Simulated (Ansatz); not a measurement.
# Quasiparticle gap of NaCl (Halite)

Aim: the quasiparticle gap of NaCl (Halite), starting from PBE.

Calculated with Ansatz 0.2.0; PBE, then G0W0 on it, plane waves, PAW.

## 1. The starting structure

It takes space group Fm-3m (No. 225, cubic). Conventional cell: a = 5.640 Å, b = 5.640 Å, c = 5.640 Å, α = 90.00°, β = 90.00°, γ = 90.00°. Nearest to Na lie 6 Cl at 2.82 Å. Cl has 6 Na at 2.82 Å nearest. Farther neighbours and most contacts between anions are not listed.

Structure file:

```cif
data_structure
_symmetry_space_group_name_H-M 'Fm-3m'
_symmetry_Int_Tables_number 225
_cell_length_a 5.6401
_cell_length_b 5.6401
_cell_length_c 5.6401
_cell_angle_alpha 90.000
_cell_angle_beta 90.000
_cell_angle_gamma 90.000
_cell_volume 179.42
loop_
_atom_site_label
_atom_site_type_symbol
_atom_site_symmetry_multiplicity
_atom_site_Wyckoff_symbol
_atom_site_fract_x
_atom_site_fract_y
_atom_site_fract_z
_atom_site_occupancy
Na1 Na 4 a 0.00000 0.00000 0.00000 1
Cl1 Cl 4 b 0.50000 0.00000 0.00000 1
```

The cell and positions come from the Crystallography Open Database and are kept as given unless a step says otherwise. The default PAW set here is soft_2. Its files were made with PBE.

## 2. The PBE band structure

Levels along a band path and on the mesh show where this functional puts the band edges.

This step: DFT, PBE, plane waves, PAW.

File input.yaml:

```yaml
crystal:
  lattice:
    - [0.0, 2.82005, 2.82005]
    - [2.82005, 0.0, 2.82005]
    - [2.82005, 2.82005, 0.0]
  atoms:
    - { symbol: Na, position: [0.0, 0.0, 0.0] }
    - { symbol: Cl, position: [0.5, 0.5, 0.5] }
kpoints:
  mp_grid: { grid: [8, 8, 8] }
  band_path:
    path:
      - [[0.0, 0.0, 0.0], [0.5, 0.0, 0.5], [0.625, 0.25, 0.625]]
      - [[0.375, 0.375, 0.75], [0.0, 0.0, 0.0], [0.5, 0.5, 0.5], [0.5, 0.25, 0.75], [0.5, 0.0, 0.5]]
    npoints: 10
hamiltonian:
  xc: pbe
scf:
  occupations: { method: fermi_dirac, width: 0.02 }
  n_extra_bands: 4
output:
  eigenvalues: true
  write_density: true
  write_potential: true
  elf: true
  volumetric_format: npy
```

On the command line:

```
> ansatz run input.yaml --threads 3 --pin off --max-ram 92160MiB --backend cuda --events-out ev --progress --plain --runs-dir out --devices 1 --max-vram 13GiB
```

Numbers of over 12 decimals in the logs are rounded to 6 here.

The log of the run:

```text
scf.n_extra_bands = 4 over 8 filled bands (N_el = 16.0): the run solves 12 bands
GPUs: using 1 of 1 available (devices: 1).
Engine: ansatz 0.2.0, x86_64-unknown-linux-gnu
Pseudopotentials: kind: paw
Pseudopotential: Na, paw, valence charge 9, recommended cutoff 420 eV (normal), Na.paw.azcp
Pseudopotential: Cl, paw, valence charge 7, recommended cutoff 420 eV (normal), Cl.paw.azcp
Functional definition: PBE
  parameter kappa = 0.804
  parameter beta = 0.066725
  exchange = pbe_x(kappa = kappa, mu = beta*pi^2/3)
  correlation = pbe_c(beta = beta)
device memory: the entry about to start is reckoned to put 0.7 GiB on a device that reports 32.3 GiB free (of which the cap on the GPU budget leaves the run 13.0 GiB)
GPU FFT provider: cuFFT
GPU libraries: cuBLAS 13.8.2, cuFFT 12.4.0, cuSOLVER 12.3.4
Crystal: 2 atoms, lattice volume = 44.854 Å³
Basis set: ecut = 420 eV, 893 PW (Γ)
Bands: 12, of which v1, the nominal top of the filled ones, is band 8 counted from 1 (7 counted from 0)
Symmetry: 48 space group operations
Space group: Fm-3m (ITA 225), of the structure as read, at distance tolerance 3.6e-5 Å
k-points: 29 of 512
Non-local potential: Na, projectors of the file, l = 0: 3, l = 1: 2, l = 2: 1
Non-local potential: Cl, projectors of the file, l = 0: 2, l = 1: 2, l = 2: 2
PAW form: soft (Blöchl's): semilocal exchange-correlation on the pseudo side does not see the compensation charge
PAW one-centre angular grid: Na, 110 points (default); XC on 64 Gauss nodes
PAW one-centre angular grid: Cl, 110 points (default); XC on 64 Gauss nodes
Initial density: superposition of atomic densities (neutral atoms: chi_scale 0, normalization atom), corrected by the library's trained network
Initial wavefunctions: pseudopotential atomic-orbital guess
GPU buffer pool allocated for 19683 grid points (all kernels)
GPU transforms: local potential and band sums: pruned to the plane-wave sphere, on 25×27×27
Functional: x = pbe(κ = 0.804, μ = 0.219515), c = pbe(β = 0.066725)
SCF iter   1: F=—  HF=-2569.552055 eV  |F-HF|=—  |Δ(HF+E_count)|=         —  Δρ=9.59e-4  dr2=5.78e-4  ethr=1.77e-3  ⟨swp⟩=5.9  Hψ=2046  notcnv=0
preconditioner: auto → none  [insulator: Δε(μ)=5.105 eV  Ē_g=20.933 eV  σ=0.020 eV  W_gap=1.00  n_scr=14 (ndim 8)  ℏωp=20.7 eV  f_vac=0.033  D(μ)=0.00/eV (n_scr^D=0)  ε∞_Penn≈2.0]
SCF iter   2: F=—  HF=-2569.552188 eV  |F-HF|=—  |Δ(HF+E_count)|=   1.34e-4  Δρ=1.07e-3  dr2=7.83e-4  ethr=3.61e-6  ⟨swp⟩=2.0  Hψ=836  notcnv=0
SCF iter   3: F=—  HF=-2569.551982 eV  |F-HF|=—  |Δ(HF+E_count)|=   2.06e-4  Δρ=5.33e-4  dr2=2.00e-4  ethr=3.61e-6  ⟨swp⟩=2.0  Hψ=404  notcnv=0
SCF iter   4: F=—  HF=-2569.551923 eV  |F-HF|=—  |Δ(HF+E_count)|=   5.90e-5  Δρ=2.06e-4  dr2=3.03e-5  ethr=1.25e-6  ⟨swp⟩=2.3  Hψ=418  notcnv=0
SCF iter   5: F=—  HF=-2569.551937 eV  |F-HF|=—  |Δ(HF+E_count)|=   1.40e-5  Δρ=4.91e-5  dr2=1.67e-6  ethr=1.90e-7  ⟨swp⟩=2.0  Hψ=442  notcnv=0
SCF iter   6: F=—  HF=-2569.551937 eV  |F-HF|=—  |Δ(HF+E_count)|=   2.93e-7  Δρ=2.96e-5  dr2=6.40e-7  ethr=1.04e-8  ⟨swp⟩=1.1  Hψ=357  notcnv=0
SCF iter   7: F=—  HF=-2569.551937 eV  |F-HF|=—  |Δ(HF+E_count)|=   1.66e-7  Δρ=1.37e-5  dr2=1.35e-7  ethr=4.00e-9  ⟨swp⟩=2.0  Hψ=460  notcnv=0
SCF iter   8: F=-2569.551937 eV  HF=-2569.551937 eV  |F-HF|=7.94e-9  |Δ(HF+E_count)|=   4.14e-8  Δρ=3.88e-6  dr2=1.08e-8  ethr=6.25e-10  ⟨swp⟩=2.1  Hψ=673  notcnv=0
SCF 1 converged in 8 iterations: F = -2569.551937 eV  dr2 = 1.08e-8
  greatest PAW one-centre occupation: 0.999 electrons in one spin orbital (limit 2), on the Na atom at site 0 (counted from 0), in its partial waves of l = 0
device memory: the entry about to start is reckoned to put 0.8 GiB on a device that reports 32.2 GiB free (of which the cap on the GPU budget leaves the run 13.0 GiB)
NSCF: frozen V_eff on 62 k-points, pencils in batches of 32, up to order 56
SCF converged after 8 iterations
Free energy (F): -2569.551937 eV
Harris-Foulkes:  -2569.551937 eV  (|F-HF|=7.94e-9)
Internal energy: -2569.551937 eV  (E = F + TS)
E sigma→0 (E₀):  -2569.551937 eV
Fermi energy:    3.675351 eV
--- Per-component energies (eV) ---
  E_band       = -234.655094
  E_kinetic    = 283.102259
  E_local      = -1529.746539  (includes V_loc(G=0)·N_el)
  E_nonlocal   = 143.577964
  E_hartree    = 539.288152
  E_xc         = -147.093869
  E_vxc        = -173.387772  (∫ρ·V_xc dr)
  E_paw        = -922.542926  (= ΣΔE_a)
  E_vpaw       = -36.779073  (= ΣTr[D̂ρ^β])
  E_aug_tail   = 0.000073  (compensation charges beyond the density's cutoff)
  E_ewald      = -936.137051
  E_smearing   = -0.000000  (= −TS)
  E_closure    = -0.000000  (closes the sum)
  Σ components = -2569.551937   (vs F -2569.551937, Δ=0.00e0)
--- Band table (eV; the first three rows and the last of 29) ---
  k-point 0: bands = [... 4 lower, -11.5515, 1.1045, 1.1045, 1.1045, 6.2117, 12.1378, 12.1378, 12.1378]
  k-point 1: bands = [... 4 lower, -11.5050, 0.7368, 1.0640, 1.0640, 6.7071, 11.6194, 12.3267, 12.3267]
  k-point 2: bands = [... 4 lower, -11.3894, 0.0103, 0.9692, 0.9692, 7.6809, 11.0791, 12.4096, 12.4096]
  k-point 28: bands = [... 4 lower, -11.1531, -0.0801, -0.0801, 0.3535, 9.9018, 10.7759, 10.7759, 12.4155]
```

Run time: 6 s. Hardware: 1 × NVIDIA H100 80GB HBM3 (shared by 6 runs) with 3 threads of AMD EPYC 7R13 (Zen 3), shared host; peak memory 0.88 GiB; 5.7 s of CPU time.

The column dr2 measures how far the density is from self-consistency, as an energy; F and HF (Harris–Foulkes) agree once it is small.

Numbers from this step:

* filled bands: 8
* gap: 5.107 eV
* valence top at: Γ
* conduction bottom at: Γ
* least direct gap: 5.107 eV

Over mesh and path the gap is 5.107 eV, direct, at k = Γ.

Electronic bands along the path, in eV, zero at the top of the highest nominally filled band; v1 is the highest filled band, c1 the lowest empty one:

| point | v4 | v3 | v2 | v1 | c1 | c2 | c3 | c4 |
| --- | --- | --- | --- | --- | --- | --- | --- | --- |
| Γ | -12.66 | 0.00 | 0.00 | 0.00 | 5.11 | 11.03 | 11.03 | 11.03 |
| halfway | -12.45 | -1.06 | -0.32 | -0.32 | 7.07 | 9.09 | 10.79 | 12.36 |
| X | -12.27 | -1.66 | -0.60 | -0.60 | 7.51 | 8.05 | 11.32 | 14.78 |
| halfway | -12.27 | -1.59 | -0.76 | -0.57 | 7.75 | 8.32 | 11.08 | 13.64 |
| U | -12.27 | -1.40 | -1.11 | -0.49 | 8.21 | 9.01 | 10.54 | 12.69 |
| jump to K | -12.27 | -1.40 | -1.11 | -0.49 | 8.21 | 9.01 | 10.54 | 12.69 |
| halfway | -12.43 | -1.22 | -0.47 | -0.15 | 7.26 | 9.65 | 10.71 | 11.80 |
| Γ | -12.66 | 0.00 | 0.00 | 0.00 | 5.11 | 11.03 | 11.03 | 11.03 |
| halfway | -12.49 | -1.09 | -0.14 | -0.14 | 6.58 | 9.97 | 11.31 | 11.31 |
| L | -12.32 | -1.92 | -0.26 | -0.26 | 7.26 | 10.63 | 10.89 | 10.89 |
| halfway | -12.29 | -1.65 | -0.76 | -0.41 | 8.31 | 9.51 | 10.23 | 11.64 |
| W | -12.26 | -1.18 | -1.18 | -0.75 | 8.80 | 9.67 | 9.67 | 11.31 |
| halfway | -12.27 | -1.53 | -0.78 | -0.67 | 8.03 | 8.53 | 10.83 | 12.67 |
| X | -12.27 | -1.66 | -0.60 | -0.60 | 7.51 | 8.05 | 11.32 | 14.78 |

The electronic bands as a text plot (rows in eV, shown from -8.0 to 10.9 only):

```
   10.5 | ++   +++++    ++++   ++ ++++   +++  +++++++++     ++
    9.7 |   +++             ++++++          ++      ++++++++
    8.9 |      ++       +++++                          +++++++
    8.1 |        +++++++++++ +++                     ++     +++++
    7.3 |      ++++++++         +             +++++++          ++
    6.6 |    ++                  +         +++
    5.8 |  ++                     +++    ++
    5.0 |++                          ++++
    4.2 |
    3.4 |
    2.6 |
    1.8 |
    1.0 |
    0.3 |***                     ***********
   -0.5 |  **************************    ************************
   -1.3 |      *******************          ***       ***********
   -2.1 |                                      *******
   -2.9 |
   -3.7 |
   -4.5 |
   -5.2 |
   -6.0 |
   -6.8 |
   -7.6 |
         Γ           X  U|K            Γ         L        W     X
```

Electrostatic potential energy in the ac plane of the conventional cell at fractional y = 0.000, with atoms of Na and Cl within 0.2 Å of it. With pseudopotentials it is smooth inside the atoms' cores, unlike the true potential.

Ten even steps from '0' (-57 eV) to '9' (7 eV), each cell a mean:
```
0389984112799961
5799997446899986
9999999889999999
9999999999999999
9999999999999999
6899999888999987
2489997326899962
0269995002899841
1279996103899841
4689998657999974
8999999999999998
9999999999999999
9999999999999999
8899998768999998
2689996224899973
0289984102699950
```
Columns run along a (5.6 Å; values clipped at the 3rd and 97th percentile), rows up along c (5.6 Å), edges of the conventional cell, whose origin can differ from the input's. Atoms in or near the plane, at fractional coordinates: Na at (0.00, 0.00), Na at (0.50, 0.50), Cl at (0.50, 0.00), Cl at (0.00, 0.50).

Valence density in the ac plane of the conventional cell at fractional y = 0.000, with atoms of Na and Cl within 0.2 Å of it. It is the smooth field of the valence electrons, not physical close to the nuclei.

Ten steps, logarithmic in the rise over the least value, from '_' (0 e/Å³) to '@' (17 e/Å³), each cell a mean:
```
@@##::__..--======++==::____==%%
++--______::--======--..____..==
..________..::----::..__________
______________......____________
::....______________________..::
==--::..______::::..______..--==
====--..____--####++..__..::==++
::====::__..++@@@@##::__..--====
==++==::____==%%@@##::__..--====
====--..____..==++--______::--==
--::..__________..________..::--
....__________________________..
____________..::::....__________
::..______..--====--::..______::
##++..__..::==++====--..____--##
@@##::__..--====::====::__..++@@
```
Columns run along a (5.6 Å), rows up along c (5.6 Å), edges of the conventional cell, whose origin can differ from the input's. Atoms in or near the plane, at fractional coordinates: Na at (0.00, 0.00), Na at (0.50, 0.50), Cl at (0.50, 0.00), Cl at (0.00, 0.50).

(Part 1 of 2 ends here.)

[Paths, hosts, dates, memory and timing lines, banners, echoed tables and standing remarks are left out of the program output.]

[Logs are printed without paths, hosts, clocks, repeated set-up lines and the standing remarks that a program may print on its own settings, such as how far it seeks lower states.]

[Runs of the session that timed out or met a known fault of the program may be left out.]

[Cells called generated may have been cut or substituted from an entry of the Crystallography Open Database or the Materials Project.]

[Hosts, paths, dates, database ids (printed as entryN), source tags and the programs' standing remarks are cut or masked in the printed files.]

[Where an RPA ε∞ is given, it is that of the G0W0 mesh and is not shown converged in it. Names of k-points follow the symmetry that the program found, which can be lower than the space group named. Band edges on a path are those of the sampled points; other points can move an edge, and change direct to indirect where valleys lie close.]

[Hybrid gaps are those of their k-mesh and are not shown converged in it.]
